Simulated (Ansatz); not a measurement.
# LiBe6Si (built on the sites of a database entry of LiCa6Ge): phonons and vibrational spectra

Task: relax LiBe6Si (built on the sites of a database entry of LiCa6Ge), then find its harmonic phonons.

Main program and level: Ansatz 0.2.0; DFT LDA, scalar-relativistic, plane waves, PAW.

Most raw output is cut from this account.

The structure was built from a prototype and need not be the compound's stable phase.

## 1. Starting point

Symmetry: Fm-3m, No. 225, cubic system. Conventional cell: a = 6.968 Å, b = 6.968 Å, c = 6.968 Å, α = 90.00°, β = 90.00°, γ = 90.00°. Nearest to Li lie 12 Be at 2.46 Å. Nearest to Be lie 8 Be at 2.46 Å and 2 Li at 2.46 Å and 2 Si at 2.46 Å. Nearest to Si lie 12 Be at 2.46 Å. Farther neighbours are not listed.

As a file:

```cif
data_structure
_symmetry_space_group_name_H-M 'P 1'
_symmetry_Int_Tables_number 1
_cell_length_a 4.9271
_cell_length_b 4.9271
_cell_length_c 4.9271
_cell_angle_alpha 60.000
_cell_angle_beta 60.000
_cell_angle_gamma 60.000
_cell_volume 84.58
loop_
_atom_site_label
_atom_site_type_symbol
_atom_site_fract_x
_atom_site_fract_y
_atom_site_fract_z
_atom_site_occupancy
Li1 Li 0.50000 0.50000 0.50000 1
Be2 Be 0.50000 0.00000 0.00000 1
Be3 Be 0.50000 0.50000 0.00000 1
Be4 Be 0.00000 0.50000 0.50000 1
Be5 Be 0.00000 0.00000 0.50000 1
Be6 Be 0.00000 0.50000 0.00000 1
Be7 Be 0.50000 0.00000 0.50000 1
Si8 Si 0.00000 0.00000 0.00000 1
```

## 2. Coarse relaxation

A rough relaxation comes first, because large forces or stress need no tight tolerances yet.

File input.yaml:

```yaml
crystal:
  lattice:
    - [0.0, 3.484, 3.484]
    - [3.484, 0.0, 3.484]
    - [3.484, 3.484, 0.0]
  atoms:
    - { symbol: Li, position: [0.5, 0.5, 0.5] }
    - { symbol: Be, position: [0.5, 0.0, 0.0] }
    - { symbol: Be, position: [0.5, 0.5, 0.0] }
    - { symbol: Be, position: [0.0, 0.5, 0.5] }
    - { symbol: Be, position: [0.0, 0.0, 0.5] }
    - { symbol: Be, position: [0.0, 0.5, 0.0] }
    - { symbol: Be, position: [0.5, 0.0, 0.5] }
    - { symbol: Si, position: [0.0, 0.0, 0.0] }
kpoints:
  mp_grid: { grid: [6, 6, 6] }
hamiltonian:
  xc: lda
scf:
  occupations: { method: gaussian, width: 0.1 }
output:
  forces: true
  stress: true
  eigenvalues: true
relax:
  adjacent_minimum: "off"
  f_tol: 0.05
  max_steps: 80
  cell: { stress_tol: 0.5 }
```

Command:

```sh
$ ansatz run input.yaml --threads 4 --pin off --max-ram 14336MiB --backend cpu --events-out ev --progress --plain --runs-dir out
```

Elapsed: 2.8 s, on 4 threads of Arm Neoverse V1, shared host; peak memory 0.37 GiB; 9.3 s of CPU time.

Step by step:

```csv
step,energy less that of the first step (eV),largest force component (eV/Å),pressure (GPa),volume (Å³)
1,0.0000,0.0000,-13.02,84.58
2,-0.5727,0.0000,-2.84,73.82
3,-0.5906,0.0000,0.72,71.28
4,-0.5916,0.0000,-0.02,71.78
5*,-0.5908,0.0000,-0.05,71.78
```

Relaxation steps marked * repeat the geometry before them on a plane-wave basis chosen anew for their cell, so energy and pressure can jump there.

Forces are held to the 48 operations that the run works with; a distortion that breaks them can't arise in this run.

| conventional cell, symmetrised | before | after | change |
| --- | --- | --- | --- |
| a (Å) | 6.968 | 6.597 | -5.3 % |
| b (Å) | 6.968 | 6.597 | -5.3 % |
| c (Å) | 6.968 | 6.597 | -5.3 % |
| volume (Å³/atom) | 10.57 | 8.97 | -15.1 % |

Final coordinates:

```cif
data_structure
_symmetry_space_group_name_H-M 'P 1'
_symmetry_Int_Tables_number 1
_cell_length_a 4.6650
_cell_length_b 4.6650
_cell_length_c 4.6650
_cell_angle_alpha 60.000
_cell_angle_beta 60.000
_cell_angle_gamma 60.000
_cell_volume 71.78
loop_
_atom_site_label
_atom_site_type_symbol
_atom_site_fract_x
_atom_site_fract_y
_atom_site_fract_z
_atom_site_occupancy
Li1 Li 0.50000 0.50000 0.50000 1
Be2 Be 0.50000 0.00000 0.00000 1
Be3 Be 0.50000 0.50000 0.00000 1
Be4 Be 0.00000 0.50000 0.50000 1
Be5 Be 0.00000 0.00000 0.50000 1
Be6 Be 0.00000 0.50000 0.00000 1
Be7 Be 0.50000 0.00000 0.50000 1
Si8 Si 0.00000 0.00000 0.00000 1
```

This step gave:

- pressure: -0.04919 GPa
- volume per atom: 8.973 Å³
- gap on the k-mesh: 0 eV

In this step the volume went from 10.57 to 8.97 Å³/atom.

## 3. Relaxation

The cell and atoms are relaxed, since residual forces and stress would shift the frequencies.

Edit input.yaml of step 2 so:

```diff
@@ -2,5 +2,5 @@
   lattice:
-    - [0.0, 3.484, 3.484]
-    - [3.484, 0.0, 3.484]
-    - [3.484, 3.484, 0.0]
+    - [0.0, 3.2986274443, 3.2986274443]
+    - [3.2986274443, 0.0, 3.2986274443]
+    - [3.2986274443, 3.2986274443, 0.0]
   atoms:
@@ -15,3 +15,3 @@
 kpoints:
-  mp_grid: { grid: [6, 6, 6] }
+  mp_grid: { grid: [10, 10, 10] }
 hamiltonian:
@@ -26,4 +26,4 @@
   adjacent_minimum: "off"
-  f_tol: 0.05
+  f_tol: 0.005
   max_steps: 80
-  cell: { stress_tol: 0.5 }
+  cell: { stress_tol: 0.05 }
```

It took 3.1 s on 4 threads; peak memory 0.39 GiB.

Little changed from the start: no atom moved by 0.005 Å and no cell edge by 0.1 %.

Numbers from this step:

```
pressure        : 0.04713 GPa
volume per atom : 8.978 Å³
```

In this step the volume went from 8.97 to 8.98 Å³/atom.

## 4. Relaxing to small forces for the phonons

Phonons need a cell at rest on their own settings, so the relaxation is repeated with tight tolerances on forces and stress, using the mesh and the filling of the phonon run that follows.

File input.yaml:

```yaml
crystal:
  lattice:
    - [0.0, 3.2992902773, 3.2992902773]
    - [3.2992902773, 0.0, 3.2992902773]
    - [3.2992902773, 3.2992902773, 0.0]
  atoms:
    - { symbol: Li, position: [0.5, 0.5, 0.5] }
    - { symbol: Be, position: [0.5, 0.0, 0.0] }
    - { symbol: Be, position: [0.5, 0.5, 0.0] }
    - { symbol: Be, position: [0.0, 0.5, 0.5] }
    - { symbol: Be, position: [0.0, 0.0, 0.5] }
    - { symbol: Be, position: [0.0, 0.5, 0.0] }
    - { symbol: Be, position: [0.5, 0.0, 0.5] }
    - { symbol: Si, position: [0.0, 0.0, 0.0] }
kpoints:
  mp_grid: { grid: [12, 12, 12] }
hamiltonian:
  xc: lda
scf:
  occupations: { method: methfessel_paxton, width: 0.2 }
output:
  forces: true
  stress: true
  eigenvalues: true
  write_density: true
  write_potential: true
  elf: true
  volumetric_format: npy
relax:
  adjacent_minimum: "off"
  f_tol: 0.001
  max_steps: 60
  cell: { stress_tol: 0.01 }
```

The job ended after 6.9 s (4 threads; peak memory 0.42 GiB; 24 s of CPU time).

Little changed from the start: no atom moved by 0.005 Å and no cell edge by 0.1 %.

This step gave:

```
pressure        : 1.51e-4 GPa
volume per atom : 8.994 Å³
```

ELF in the ac plane of the conventional cell at fractional y = 0.000, with atoms of Li and Be and Si within 0.2 Å of it. It is the smooth field of the valence electrons, not physical close to the nuclei.

Ten even steps from '0' (0.01) to '9' (0.89), each cell a mean:
```
346654216821445653
567655421113555775
676533542235434676
555200354455200455
454100355454100354
345312566666312454
124545676677645531
412455764357655312
941345653336644218
821445653346654216
113555775567655421
235434676676533542
455200455555200354
454100354454100355
666312454345312566
677645531124545676
357655312412455764
336644218941345653
```
Columns run along a (6.6 Å), rows up along c (6.6 Å), edges of the conventional cell, whose origin can differ from the input's. Atoms in or near the plane, at fractional coordinates: Li at (0.50, 0.00), Li at (0.00, 0.50), Be at (0.25, 0.25), Be at (0.75, 0.75), Be at (0.75, 0.25), Be at (0.25, 0.75), Si at (0.00, 0.00), Si at (0.50, 0.50).

Valence density in the ac plane of the conventional cell at fractional y = 0.000, with atoms of Li and Be and Si within 0.2 Å of it. It is the smooth field of the valence electrons, not physical close to the nuclei.

Ten steps, logarithmic in the rise over the least value, from '0' (0.1 e/Å³) to '9' (6.9 e/Å³), each cell a mean:
```
133221138951112332
333222113311122333
333222211111222333
222211221112211222
122201222222201221
112222222222222211
111222333333222111
631122333233221115
961112331023221139
951112332133221138
311122333333222113
111222333333222211
112211222222211221
222201221122201222
222222211112222222
333222111111222333
233221115631122333
023221139961112331
```
Columns run along a (6.6 Å), rows up along c (6.6 Å), edges of the conventional cell, whose origin can differ from the input's. Atoms in or near the plane, at fractional coordinates: Li at (0.50, 0.00), Li at (0.00, 0.50), Be at (0.25, 0.25), Be at (0.75, 0.75), Be at (0.75, 0.25), Be at (0.25, 0.75), Si at (0.00, 0.00), Si at (0.50, 0.50).

Electrostatic potential energy in the ac plane of the conventional cell at fractional y = 0.000, with atoms of Li and Be and Si within 0.2 Å of it. With pseudopotentials it is smooth inside the atoms' cores, unlike the true potential.

Values in eV, 10 rows by 16 columns, each cell a mean:
```
-40 -24   1   7   8   8   3 -10 -14  -2   7   8   8   5 -12 -36
  1   4   1 -10 -14  -2   7   8   8   7   3 -10 -14  -3   4   2
  9   7  -5 -32 -39 -16   5   8   9   7  -5 -33 -39 -16   5   9
  5   7   5  -2  -5   1   2  -4  -7   0   3  -2  -4   3   7   6
-21  -6   7   9   8   4 -18 -43 -45 -31  -1   7   9   8   1 -16
-14  -2   7   8   8   5 -12 -36 -40 -24   1   7   8   8   3 -10
  8   7   3 -10 -14  -3   4   2   1   4   1 -10 -14  -2   7   8
  9   7  -5 -33 -39 -16   5   9   9   7  -5 -32 -39 -16   5   8
 -7   0   3  -2  -4   3   7   6   5   7   5  -2  -5   1   2  -4
-45 -31  -1   7   9   8   1 -16 -21  -6   7   9   8   4 -18 -43
```
Columns run along a (6.6 Å; values clipped at the 3rd and 97th percentile), rows up along c (6.6 Å), edges of the conventional cell, whose origin can differ from the input's. Atoms in or near the plane, at fractional coordinates: Li at (0.50, 0.00), Li at (0.00, 0.50), Be at (0.25, 0.25), Be at (0.75, 0.75), Be at (0.75, 0.25), Be at (0.25, 0.75), Si at (0.00, 0.00), Si at (0.50, 0.50).

The forces vanish by symmetry and the pressure is 0.000 GPa, within the tolerances set. The cell now holds 8.99 Å³/atom.

## 5. Linear response at the zone centre

The zone centre comes first: it holds the modes that light can see, as far as symmetry allows. No field response is asked, since the mesh shows no gap.

File input.yaml:

```yaml
crystal:
  lattice:
    - [0.0, 3.3011547307, 3.3011547307]
    - [3.3011547307, 0.0, 3.3011547307]
    - [3.3011547307, 3.3011547307, 0.0]
  atoms:
    - { symbol: Li, position: [0.5, 0.5, 0.5] }
    - { symbol: Be, position: [0.5, 0.0, 0.0] }
    - { symbol: Be, position: [0.5, 0.5, 0.0] }
    - { symbol: Be, position: [0.0, 0.5, 0.5] }
    - { symbol: Be, position: [0.0, 0.0, 0.5] }
    - { symbol: Be, position: [0.0, 0.5, 0.0] }
    - { symbol: Be, position: [0.5, 0.0, 0.5] }
    - { symbol: Si, position: [0.0, 0.0, 0.0] }
kpoints:
  mp_grid: { grid: [12, 12, 12] }
hamiltonian:
  xc: lda
scf:
  occupations: { method: methfessel_paxton, width: 0.2 }
output:
  eigenvalues: true
phonons:
  method: dfpt
```

It took 62 s on 4 threads; peak memory 2.5 GiB; 3.9 min of CPU time.

Numbers from this step:

```
sum-rule residual before enforcement                    : 7.56e-6 eV/Å²
point group                                             : m-3m
highest optical mode at the zone centre (no LO-TO term) : 632.1 cm⁻¹
lowest optical zone-centre mode                         : 242.1 cm⁻¹
```

Patterns of degenerate modes are one choice out of their space. Modes at Γ, with each element's share of the kinetic energy:

```csv
mode,frequency (cm⁻¹),symmetry,Li %,Be %,Si %
1,0.0,acoustic,8,61,32
2,0.0,acoustic,8,61,32
3,0.0,acoustic,8,61,32
4,242.1,T1u,17,38,45
5,242.1,T1u,17,38,45
6,242.1,T1u,17,38,45
7,331.4,Eu,0,100,0
8,331.4,Eu,0,100,0
9,390.1,T1u,5,90,5
10,390.1,T1u,5,90,5
11,390.1,T1u,5,90,5
12,404.6,T2u,0,100,0
13,404.6,T2u,0,100,0
14,404.6,T2u,0,100,0
15,454.7,A2u,0,100,0
16,475.1,T2u,0,100,0
17,475.1,T2u,0,100,0
18,475.1,T2u,0,100,0
19,510.5,T1u,4,77,19
20,510.5,T1u,4,77,19
21,510.5,T1u,4,77,19
22,632.1,T1u,66,33,0
23,632.1,T1u,66,34,0
24,632.1,T1u,66,33,0
```

Displacements in mode 5 (242.1 cm⁻¹), the largest set to 1:
```
Li1 -0.09  0.87 -1.00
Be2 -0.03  0.82 -0.79
Be3  0.45  0.21 -0.28
Be4 -0.03 -0.29  0.18
Be5 -0.51  0.31 -0.28
Be6  0.53  0.24 -0.25
Be7 -0.58  0.24 -0.35
Si8  0.07 -0.71  0.81
```

Displacements in mode 9 (390.1 cm⁻¹), the largest set to 1:
```
Li1 -0.05  0.01 -0.42
Be2  0.11  0.19 -0.27
Be3 -0.03 -0.01  1.00
Be4  0.11 -0.18 -0.26
Be5 -0.03  0.03  1.00
Be6  0.16 -0.02 -0.24
Be7 -0.22 -0.02 -0.28
Si8 -0.02  0.00 -0.20
```

Before it was imposed, the acoustic sum rule was missed by 7.6e-6 eV/Å². Small misses are needed for a sound result but don't prove that mesh and cutoff are converged. The lowest optical mode is real, 242 cm⁻¹.

## 6. Response at finite wavevector

Stability and thermal properties need the whole zone. Linear response on a 4×4×4 q mesh gives force constants as far as a supercell of that size would.

Edit input.yaml of step 5 so:

```diff
@@ -24 +24,8 @@
   method: dfpt
+  qmesh: [4, 4, 4]
+  temperatures: { t_max: 1000, t_step: 50 }
+  qpath:
+    path:
+      - [[0.0, 0.0, 0.0], [0.5, 0.0, 0.5], [0.625, 0.25, 0.625]]
+      - [[0.375, 0.375, 0.75], [0.0, 0.0, 0.0], [0.5, 0.5, 0.5], [0.5, 0.25, 0.75], [0.5, 0.0, 0.5]]
+    npoints: 10
```

Run time: 26 min. Hardware: 4 threads; peak memory 4.7 GiB.

Numbers from this step:

```yaml
sum_rule_residual_before_enforcement: 7.37e-6 eV/Å²
lowest_frequency_on_the_path: 0 cm⁻¹
highest_frequency_on_the_path_or_at_a_solved_wavevector: 632.1 cm⁻¹
mean_frequency: 372.6 cm⁻¹
debye_temperature_second_moment: 733 K
logarithmic_mean_frequency: 345.9 cm⁻¹
lowest_mode_on_the_q_mesh_acoustic_modes_at_gamma_apart: 90.88 cm⁻¹
zero_point_energy_per_atom: 69.3 meV
heat_capacity_at_300_k: 19.00 J/(mol atoms K)
vibrational_entropy_at_300_k: 15.64 J/(mol atoms K)
```

Frequencies (cm⁻¹) solved at each irreducible wavevector; negative means imaginary. Frequencies by wavevector, by row:

```
q in reciprocal lattice units  star  mode 1  mode 2  mode 3  mode 4  mode 22  mode 23  mode 24
                        0 0 0     1       0       0       0   242.1    632.1    632.1    632.1
                     0 0 0.25     8    90.9    90.9   191.7   238.9    593.8    623.4    623.4
                     0 0 -0.5     4   158.3   158.3   161.9   161.9    525.7    617.9    617.9
                  0 0.25 0.25     6   114.1   114.1   201.4   223.2    592.9    614.9    614.9
                  0 0.25 -0.5    24   143.1   161.2   210.5   234.7      552      594    607.9
                 0 0.25 -0.25    12   120.2   163.3   224.2     236    568.8      595    613.6
                  0 -0.5 -0.5     3     167     179     179   250.6    524.1    598.4    598.4
              0.25 -0.5 -0.25     6   162.7   162.7   180.6   187.8    571.7    571.7    595.8
```

Interpolated from a 4×4×4 q mesh. The phonon branches at the labelled points (cm⁻¹):

```
    point  branch 1  branch 2  branch 3  branch 4  branch 21  branch 22  branch 23  branch 24
        Γ         0         0         0       242        510        632        632        632
  halfway       114       114       201       223        496        593        615        615
        X       167       179       179       251        477        524        598        598
  halfway       138       190       202       222        479        534        593        600
        U       122       188       215       221        486        555        578        604
jump to K       122       188       215       221        486        555        578        604
  halfway        97       141       204       225        493        587        610        620
        Γ         0         0         0       242        510        632        632        632
  halfway        91        91       192       239        497        594        623        623
        L       158       158       162       162        497        526        618        618
  halfway       145       148       207       243        492        546        596        609
        W       163       163       181       188        493        572        572        596
  halfway       132       184       210       220        483        542        592        597
        X       167       179       179       251        477        524        598        598
```

The phonon density of states has structure finer than the step of the table below, so its rows give means over 25 cm⁻¹, whole bins alone (the curve runs from 2.5 to 632 cm⁻¹). Peaks (cm⁻¹: height): 277.5: 0.0690, 347.5: 0.0684, 372.5: 0.109, 392.5: 0.133, 422.5: 0.107, 492.5: 0.155, 612.5: 0.0694.

Tetrahedra on a 16×16×16 mesh, mean over bins of 5 cm-1. Interpolated from a 4×4×4 q mesh. The phonon density of states by wavenumber; means over each step:

```csv
wavenumber (cm⁻¹),phonon density of states (1/cm⁻¹/cell)
25,5.9e-4
50,0.00187
75,0.00352
100,0.00620
125,0.0199
150,0.0364
175,0.0169
200,0.0303
225,0.0450
250,0.0529
275,0.0610
300,0.0409
325,0.0355
350,0.0518
375,0.0881
400,0.0945
425,0.0953
450,0.0583
475,0.0469
500,0.0540
525,0.00227
550,0.0215
575,0.0182
600,0.0507
```

The partial phonon density of states has structure finer than the step of the table below, so its rows give means over 25 cm⁻¹, whole bins alone (the curve runs from -10 to 661 cm⁻¹). Peaks (cm⁻¹: height): Be 281.2: 0.0469, 390.9: 0.110, 424.7: 0.095, 488.0: 0.0920, 610.4: 0.0201; Li 555.5: 0.0209, 610.4: 0.0457; Si 158.8: 0.0181, 260.1: 0.0222, 492.2: 0.0133.

Phonopy on the run's constants, 15x15x15 mesh, Gaussian sigma 4.8 cm-1. Interpolated from a 4×4×4 q mesh. Table of partial phonon density of states by wavenumber; means over each step; values in 1/cm⁻¹/cell:

```csv
wavenumber (cm⁻¹),Be,Li,Si
25,3.8e-4,4.8e-5,2.0e-4
50,0.00116,1.4e-4,6.0e-4
75,0.00204,2.4e-4,0.00108
100,0.00386,4.0e-4,0.00226
125,0.0118,8.7e-4,0.00749
150,0.0189,8.2e-4,0.0144
175,0.0106,4.4e-4,0.00815
200,0.0204,0.00133,0.00813
225,0.0261,0.00280,0.0165
250,0.0295,0.00310,0.0200
275,0.0412,0.00266,0.0161
300,0.0355,0.00289,0.00256
325,0.0341,0.00292,0.00120
350,0.0468,0.00351,8.7e-4
375,0.0849,0.00212,0.00179
400,0.0892,0.00229,0.00162
425,0.0872,0.00320,0.00330
450,0.0539,0.00175,0.00253
475,0.0460,7.3e-4,0.00427
500,0.0429,8.5e-4,0.00672
525,7.1e-4,0.00257,8.7e-5
550,0.00403,0.0159,2.2e-5
575,0.00513,0.0143,3.0e-5
600,0.0147,0.0347,3.3e-5
625,0.00875,0.0193,5.5e-6
```

Harmonic thermodynamic functions per atom, from the density of states. Interpolated from a 4×4×4 q mesh. Thermodynamic functions, by row:

```
T (K)  F_vib (meV/atom)  S (J/mol-atom/K)  C_V (J/mol-atom/K)
    0              69.3                 0                   0
   50             69.26             0.326               0.989
  100             68.68             2.178               5.251
  200             63.13             8.831               14.31
  300             50.38             15.64                  19
  400             31.07             21.45               21.27
  500              6.23             26.34               22.49
  600            -23.29             30.51               23.19
  700            -56.82             34.12               23.64
  800            -93.86              37.3               23.93
  900              -134             40.13               24.14
 1000            -176.9             42.68               24.29
```

Harmonic mean-square displacement, third of the trace. Interpolated from a 4×4×4 q mesh. Mean square displacements, by row:

```csv
T (K),Li1 U_eq (Å²),Be2 U_eq (Å²),Be3 U_eq (Å²),Be4 U_eq (Å²),Be5 U_eq (Å²),Be6 U_eq (Å²),Be7 U_eq (Å²),Si8 U_eq (Å²)
0,0.00547,0.00582,0.00582,0.00582,0.00582,0.00582,0.00582,0.00285
100,0.00604,0.00657,0.00657,0.00657,0.00657,0.00657,0.00657,0.00365
300,0.00933,0.01143,0.01143,0.01143,0.01143,0.01143,0.01143,0.00785
600,0.01608,0.02076,0.02076,0.02076,0.02076,0.02076,0.02076,0.015
```

Symmetry leaves 8 wavevectors to solve. The lowest mode among them, the acoustic zeros apart, lies at q = (0, 0, 0.25) and is real, 90.9 cm⁻¹.

(Continued in part 2 of 2.)

[Logs are printed without paths, hosts, clocks, repeated set-up lines and the standing remarks that a program may print on its own settings, such as how far it seeks lower states.]

[Hosts, paths, dates, database ids (printed as entryN), source tags and the programs' standing remarks are cut or masked in the printed files.]
